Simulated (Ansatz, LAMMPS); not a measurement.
# A frame of liquid (Na,Rb)(Cl,Br) from 1100 K (68 atoms): geometry optimisation

Aim: bring a frame of liquid (Na,Rb)(Cl,Br) from 1100 K (68 atoms) to a nearby minimum of the energy and see what moves.

Method: Kohn-Sham DFT, PBE, PAW (set soft_2), plane waves, in Ansatz 0.2.0.

Report form: the programs' logs are mostly left out.

**1. Starting point**

The cell holds 68 atoms: 22 Na, 12 Rb, 18 Cl and 16 Br. Its edges and angles: a = 13.797 Å, b = 13.797 Å, c = 13.797 Å, α = 90.0°, β = 90.0°, γ = 90.0°. 68 atoms (22 Na, 12 Rb, 18 Cl, 16 Br) placed at random at 2.18 g/cm³, melted at 1800 K for 10 ps at fixed volume with the Lennard-Jones and Coulomb ion parameters for SPC/E (Joung and Cheatham, J. Phys. Chem. B 112, 9020 (2008)), full charges. Snapshot at the end of a hold of 20 ps at 1100 K and fixed volume.

Before any run, some limits are plain. The network of bonds at the start is that of the classical potential that made the cell. The ion parameters were fitted for water, not for melts, so the starting structure of this cell may lie well off the real melt's. Sampling is at Γ alone, for a cell whose shortest periodic width is 14 Å.

**2. Making the structure**

A classical potential supplies the starting structure, since it reaches far longer times than DFT.

This step: classical MD, Lennard-Jones and Coulomb ion parameters for SPC/E (Joung and Cheatham, J. Phys. Chem. B 112, 9020 (2008)), full charges (LAMMPS 22 Jul 2025 - Update 4).

File in.lmp:

```
# melt-quench of Na22Rb12Cl18Br16
units metal
atom_style charge
boundary p p p
region box block 0 13.7970 0 13.7970 0 13.7970
create_box 4 box
mass 1 22.9898   # Na
mass 2 85.4678   # Rb
mass 3 35.4500   # Cl
mass 4 79.9040   # Br
create_atoms 1 random 22 410609 NULL overlap 2.2 maxtry 2000
create_atoms 2 random 12 410616 NULL overlap 2.2 maxtry 2000
create_atoms 3 random 18 410623 NULL overlap 2.2 maxtry 2000
create_atoms 4 random 16 410630 NULL overlap 2.2 maxtry 2000
pair_style lj/cut/coul/long 9.0
pair_modify mix arithmetic tail yes
pair_coeff 1 1 0.015292 2.1595   # Na
pair_coeff 2 2 0.019302 3.0950   # Rb
pair_coeff 3 3 0.000554 4.8305   # Cl
pair_coeff 4 4 0.001169 4.9017   # Br
set type 1 charge 1
set type 2 charge 1
set type 3 charge -1
set type 4 charge -1
kspace_style pppm 1.0e-4
neigh_modify delay 0 every 1 check yes
thermo_style custom step time temp pe press density
thermo_modify norm yes
timestep 0.002
thermo 100
min_style cg
minimize 1e-4 1e-4 200 2000
reset_timestep 0
velocity all create 1800 410610 mom yes dist gaussian
# [... 14 lines left out ...]
compute msd all msd com yes
thermo 2500
fix md all nvt temp 1100 1100 0.2
run 10000 post no
print "== T1100: mean square displacement over the hold $(c_msd[4]:%.2f) A^2"
unfix md
uncompute msd
write_dump all custom T1100.dump id type xs ys zs modify sort id
```

On the command line:

```bash
$ lmp -in in.lmp -log none -nocite
```

Wall time 3.3 s (1 thread of Arm Neoverse V1, shared host); peak memory 0.069 GiB.

**3. Single point at the start**

The forces at the start show how far the geometry lies from a minimum of this functional.

File input.yaml:

```yaml
crystal:
  lattice:
    - [13.797, 0.0, 0.0]
    - [0.0, 13.797, 0.0]
    - [0.0, 0.0, 13.797]
  atoms:
    - { symbol: Na, position: [0.86219, 0.0418, 0.97917] }
    - { symbol: Na, position: [0.32819, 0.96853, 0.88868] }
    - { symbol: Na, position: [0.09052, 0.23222, 0.60701] }
    - { symbol: Na, position: [0.3354, 0.45023, 0.8845] }
    - { symbol: Na, position: [0.66884, 0.75556, 0.84389] }
    - { symbol: Na, position: [0.05277, 0.67474, 0.37064] }
    - { symbol: Na, position: [0.82456, 0.89538, 0.7036] }
    - { symbol: Na, position: [0.70738, 0.70166, 0.37155] }
[... 56 atom lines left out ...]
    - { symbol: Br, position: [0.80196, 0.22085, 0.32842] }
    - { symbol: Br, position: [0.49695, 0.91174, 0.76681] }
    - { symbol: Br, position: [0.386, 0.58134, 0.74565] }
    - { symbol: Br, position: [0.7188, 0.80233, 0.56087] }
kpoints:
  mp_grid: { grid: [1, 1, 1] }
hamiltonian:
  xc: pbe
scf:
  occupations: { method: fermi_dirac, width: 0.05 }
output:
  forces: true
  stress: true
  populations: true
  dos:
    method: { smearing: { sigma: 0.1 } }
    de: 0.1
    projected: { site_lists: { Br: [Br], Cl: [Cl], Na: [Na], Rb: [Rb] } }
  eigenvalues: true
```

On the command line:

```bash
$ ansatz run input.yaml --threads 4 --pin off --max-ram 8192MiB --backend cpu --events-out ev --progress --plain --runs-dir out
```

Run time: 31 s. Hardware: 4 threads of Arm Neoverse V1, shared host; peak memory 2.7 GiB; 2 min of CPU time.

Read from the output:

```
free energy                                      : -135977.4910 eV
free energy per atom                             : -1999.6690 eV/atom
SCF cycles                                       : 7
pressure                                         : -0.1932 GPa
r.m.s. force component                           : 0.2847 eV/Å
longest force                                    : 0.9976 eV/Å
Fermi energy                                     : 1.878 eV
gap (highest filled to lowest empty level) : 2.754 eV
spilling of the projection                       : 0.003008
```

The r.m.s. force component of 0.28 eV/Å and the pressure of -0.19 GPa set the starting point.

Length of the force by element:

| element | coordination | atoms | mean length of the force (eV/Å) | spread | least | most |
| --- | --- | --- | --- | --- | --- | --- |
| Br | all | 16 | 0.463 | 0.207 | 0.114 | 0.912 |
| Cl | all | 18 | 0.493 | 0.211 | 0.182 | 0.898 |
| Na | all | 22 | 0.424 | 0.176 | 0.041 | 0.696 |
| Rb | all | 12 | 0.382 | 0.265 | 0.0757 | 0.998 |

**4. Cell and atoms relaxed**

Cell and atoms are freed together, to release stress as well as forces.

input.yaml, the sections that differ from step 3:

```yaml
output:
  forces: true
relax:
  f_tol: 0.05
  max_steps: 200
  cell: {}
# crystal, kpoints, hamiltonian, scf: as in step 3
```

Run time: 9.7 min. Hardware: 4 threads; peak memory 2.7 GiB.

Step by step (22 of 29):

| step | energy less that of the first step (eV) | largest force component (eV/Å) | pressure (GPa) | volume (Å³) |
| --- | --- | --- | --- | --- |
| 1 | 0.0000 | 0.9363 | -0.19 | 2626.36 |
| 2 | -2.5362 | 0.5108 | -0.26 | 2573.35 |
| 4 | -5.1539 | 0.1684 | 0.03 | 2437.08 |
| 5 | -5.6628 | 0.2425 | 0.05 | 2412.07 |
| 6 | -6.0247 | 0.1884 | 0.05 | 2394.03 |
| 8 | -6.6590 | 0.1074 | 0.04 | 2368.18 |
| 9 | -6.8768 | 0.1220 | 0.03 | 2368.54 |
| 10 | -7.0182 | 0.1234 | 0.00 | 2372.27 |
| 12 | -7.2146 | 0.0761 | 0.00 | 2372.00 |
| 13 | -7.2869 | 0.0904 | 0.01 | 2371.71 |
| 14 | -7.3719 | 0.0599 | 0.00 | 2370.73 |
| 16 | -7.4876 | 0.0421 | 0.00 | 2370.23 |
| 17 | -7.5225 | 0.0680 | 0.01 | 2370.09 |
| 18 | -7.5511 | 0.0718 | 0.01 | 2371.85 |
| 20 | -7.6182 | 0.0730 | -0.01 | 2380.70 |
| 21 | -7.6698 | 0.0679 | -0.01 | 2380.09 |
| 22 | -7.7225 | 0.0498 | -0.01 | 2377.56 |
| 24 | -7.7887 | 0.0612 | 0.00 | 2368.08 |
| 25 | -7.8133 | 0.0247 | 0.00 | 2366.81 |
| 26 | -7.8202 | 0.0694 | 0.01 | 2365.06 |
| 28 | -7.8282 | 0.0306 | 0.00 | 2367.22 |
| 29* | -7.8192 | 0.0306 | 0.00 | 2367.22 |

Relaxation steps marked * repeat the geometry before them on a plane-wave basis chosen anew for their cell, so energy and pressure can jump there. Other such steps can lie between the rows shown. Relaxation step 27 was tried and not accepted.

```
     cell as run  before   after  change
           a (Å)  13.797  12.724  -7.8 %
           b (Å)  13.797  13.512  -2.1 %
           c (Å)  13.797  13.867  +0.5 %
           α (°)   90.00   86.16  -4.3 %
           β (°)   90.00   93.54  +3.9 %
           γ (°)   90.00   94.57  +5.1 %
volume (Å³/atom)   38.62   34.81  -9.9 %
```

The atoms that moved most (Å, as changes of fractional coordinates times the final cell):

```
atom      dx      dy      dz  length
Rb27  -0.128  -0.583  -1.854   1.947
Cl35   0.727  -1.574  -0.357   1.770
Br60  -1.455   0.095  -0.762   1.646
Cl38  -1.463   0.239   0.168   1.491
Rb24  -0.014   0.714  -1.268   1.455
Na10  -0.737  -1.151  -0.084   1.369
Br64  -0.478   0.207  -1.166   1.277
Cl44  -0.138   0.907   0.863   1.260
```

The relaxation changed the energy by -115 meV/atom, and atoms moved by 0.90 Å r.m.s., 1.9 Å at most.

**5. Distances and neighbours after relaxation**

Bonds before and after, by the cutoffs listed below:

```
 pair  bonds before  bonds after  mean before (Å)  mean after (Å)  spread before (Å)  spread after (Å)
Na-Cl            46           54            2.806           2.780              0.229             0.109
Br-Rb            25           34            3.478           3.539              0.217             0.113
```

Density 2.42 g/cm³, 34.81 Å³ an atom.

g(r), total and by pair (bins of 0.2 Å):

| r (Å) | total | Na-Na | Na-Cl | Na-Br | Na-Rb | Cl-Cl | Cl-Br |
| --- | --- | --- | --- | --- | --- | --- | --- |
| 2.60 | 0.92 | 0.00 | 5.35 | 0.00 | 0.00 | 0.00 | 0.00 |
| 2.80 | 2.42 | 0.00 | 9.14 | 5.60 | 0.00 | 0.00 | 0.00 |
| 3.00 | 1.34 | 0.00 | 1.92 | 6.41 | 0.00 | 0.00 | 0.00 |
| 3.20 | 0.68 | 0.00 | 0.24 | 0.82 | 0.00 | 0.00 | 0.00 |
| 3.40 | 1.27 | 0.69 | 0.00 | 1.42 | 0.00 | 0.51 | 0.00 |
| 3.60 | 1.01 | 1.78 | 0.18 | 0.22 | 0.26 | 0.90 | 0.00 |
| 3.80 | 0.59 | 1.88 | 0.00 | 0.00 | 0.24 | 0.79 | 0.89 |
| 4.00 | 1.38 | 2.92 | 0.30 | 0.17 | 2.00 | 4.00 | 2.87 |
| 4.20 | 1.34 | 2.21 | 0.27 | 0.00 | 2.46 | 2.65 | 3.31 |
| 4.40 | 1.11 | 1.00 | 0.24 | 0.14 | 2.56 | 2.12 | 1.50 |
| 4.60 | 1.08 | 1.49 | 0.89 | 0.13 | 2.05 | 1.63 | 1.40 |
| 4.80 | 0.92 | 1.19 | 0.52 | 0.57 | 0.63 | 1.25 | 1.72 |
| 5.00 | 0.85 | 0.47 | 1.44 | 0.52 | 1.00 | 0.00 | 0.79 |
| 5.20 | 0.82 | 0.87 | 0.88 | 0.69 | 0.94 | 0.22 | 1.32 |
| 5.40 | 0.95 | 1.47 | 1.47 | 1.01 | 0.61 | 1.40 | 0.66 |
| 5.60 | 0.91 | 0.73 | 0.84 | 1.10 | 1.26 | 0.93 | 1.25 |
| 5.80 | 0.87 | 0.70 | 1.34 | 0.88 | 1.38 | 0.85 | 0.39 |
| 6.00 | 1.10 | 0.76 | 1.52 | 1.63 | 1.29 | 0.16 | 0.54 |
| 6.20 | 1.16 | 1.02 | 1.23 | 1.67 | 1.20 | 0.89 | 0.75 |

Bonds by pair of elements; cutoffs follow the first minimum of g(r), held within bounds set by covalent radii, and pairs that aren't listed don't count as bonded:

```csv
pair A-B,cutoff (Å),bonds,mean length (Å),spread (Å),shortest (Å),B about A,A about B
Na-Cl,3.43,54,2.78,0.109,2.62,2.46,3
Na-Br,3.35,44,2.96,0.127,2.79,2,2.75
Cl-Rb,3.83,34,3.36,0.164,3.06,1.89,2.83
Br-Rb,3.98,34,3.54,0.113,3.31,2.12,2.83
```

The cutoffs for Na-Br and Cl-Rb fall short of the minimum of g(r), so counts run low and odd coordinations can be artefacts.

How many atoms have how many bonded neighbours:

```
element  mean   4   5  6
     Br  4.88   4  10  2
     Cl  4.89   2  16  0
     Na  4.46  12  10  0
     Rb  5.67   0   4  8
```

Bond angles, per cent of each kind in bins of 5°:

```
angle (°)  Br-Na-Cl  Na-Cl-Rb  Br-Rb-Cl  Na-Br-Rb  Na-Cl-Na
    65–70       0.0       1.2       4.8       1.3       1.6
    70–75       0.0       1.2      12.0       4.0       3.2
    75–80       2.3       9.5       8.4      10.5       4.8
    80–85       8.1       9.5       4.8      18.4      12.7
    85–90      12.6      15.5      14.5      10.5      15.9
    90–95      17.2       9.5       6.0       6.6      12.7
   95–100      18.4       8.3       6.0       1.3      11.1
  100–105       5.8       2.4       2.4       2.6       6.3
  105–110       4.6       5.9       4.8       2.6       4.8
  110–115       2.3       2.4       3.6       9.2       4.8
  115–120       2.3       2.4       2.4       5.3       1.6
  120–125       5.8       1.2       3.6       1.3       7.9
  125–130       1.1       1.2       3.6       4.0       3.2
  130–135       3.5       3.6       2.4       5.3       0.0
  135–140       2.3       2.4       2.4       1.3       0.0
  140–145       3.5       5.9       3.6       5.3       0.0
  145–150       1.1       0.0       2.4       1.3       3.2
  150–155       0.0       7.1       3.6       1.3       0.0
  155–160       2.3       2.4       3.6       1.3       0.0
  160–165       2.3       1.2       1.2       2.6       1.6
  165–170       3.5       3.6       1.2       2.6       1.6
  170–175       1.1       3.6       0.0       1.3       3.2
  175–180       0.0       0.0       2.4       0.0       0.0
```

Bond angles (no mean is given where the spread exceeds 20°):

| angle | count | mean (°) | spread (°) |
| --- | --- | --- | --- |
| Br-Na-Cl | 87 | - | - |
| Na-Cl-Rb | 84 | - | - |
| Br-Rb-Cl | 83 | - | - |
| Na-Br-Rb | 76 | - | - |
| Na-Cl-Na | 63 | - | - |

Bond length by coordination (bonds to H left out):

```
element  coordination  atoms  mean bond length (Å)
     Br             4      4                  3.12
     Br             5     10                  3.23
     Br             6      2                  3.27
     Cl             4      2                  2.91
     Cl             5     16                  3.01
     Na             4     12                  2.81
     Na             5     10                  2.91
     Rb             5      4                  3.47
     Rb             6      8                  3.44
```

For some of the pairs, g(r) has its first main peak near 4.0 Å (Na-Na), 2.7 Å (Na-Cl), 2.9 Å (Na-Br) and 4.0 Å (Cl-Cl).

**6. Single point at the relaxed geometry**

One more single point at the end of the walk gives the fuller output and checks the residual forces.

File input.yaml:

```yaml
crystal:
  lattice:
    - [12.70678, -0.51635, -0.40103]
    - [-0.51635, 13.49461, 0.4512]
    - [-0.40103, 0.4512, 13.8534]
  atoms:
    - { symbol: Na, position: [0.92298, 0.02289, 0.94551] }
    - { symbol: Na, position: [0.27757, 0.90336, 0.88769] }
    - { symbol: Na, position: [0.1227, 0.24385, 0.64238] }
    - { symbol: Na, position: [0.30334, 0.45922, 0.92975] }
    - { symbol: Na, position: [0.68034, 0.7264, 0.78974] }
    - { symbol: Na, position: [0.10664, 0.67994, 0.38609] }
    - { symbol: Na, position: [0.88277, 0.91286, 0.67319] }
    - { symbol: Na, position: [0.72779, 0.72476, 0.38294] }
[... 56 atom lines left out ...]
    - { symbol: Br, position: [0.75678, 0.23787, 0.33577] }
    - { symbol: Br, position: [0.47139, 0.86025, 0.77462] }
    - { symbol: Br, position: [0.37471, 0.54757, 0.74827] }
    - { symbol: Br, position: [0.74019, 0.76695, 0.58592] }
kpoints:
  mp_grid: { grid: [1, 1, 1] }
hamiltonian:
  xc: pbe
scf:
  occupations: { method: fermi_dirac, width: 0.05 }
output:
  forces: true
  stress: true
  populations: true
  dos:
    method: { smearing: { sigma: 0.15 } }
    de: 0.1
    projected: { site_lists: { Br: [Br], Cl: [Cl], Na: [Na], Rb: [Rb] } }
  eigenvalues: true
  write_density: true
  write_potential: true
  volumetric_format: npy
```

Wall time 30 s (4 threads); peak memory 2.5 GiB.

The program notes that the exchange-correlation potential is rough where the density is thin.

Read from the output:

```
free energy                                      : -135985.3103 eV
free energy per atom                             : -1999.7840 eV/atom
SCF cycles                                       : 7
pressure                                         : 0.003795 GPa
r.m.s. force component                           : 0.00584 eV/Å
longest force                                    : 0.03271 eV/Å
Fermi energy                                     : 2.352 eV
gap (highest filled to lowest empty level) : 3.732 eV
spilling of the projection                       : 0.002789
```

Löwdin charges by element (they lack the spilled electrons, 0.022 e an atom on average):

```csv
element,coordination,atoms,mean charge (e),spread,least,most
Br,all,16,-0.647,0.0155,-0.682,-0.622
Cl,all,18,-0.702,0.0112,-0.727,-0.682
Na,all,22,0.693,0.0124,0.673,0.717
Rb,all,12,0.772,0.0107,0.752,0.794
```

(Continued in part 2 of 2.)

[Logs are printed without paths, hosts, clocks, repeated set-up lines and the standing remarks that a program may print on its own settings, such as how far it seeks lower states.]

[Hosts, paths, dates, database ids (printed as entryN), source tags and the programs' standing remarks are cut or masked in the printed files.]
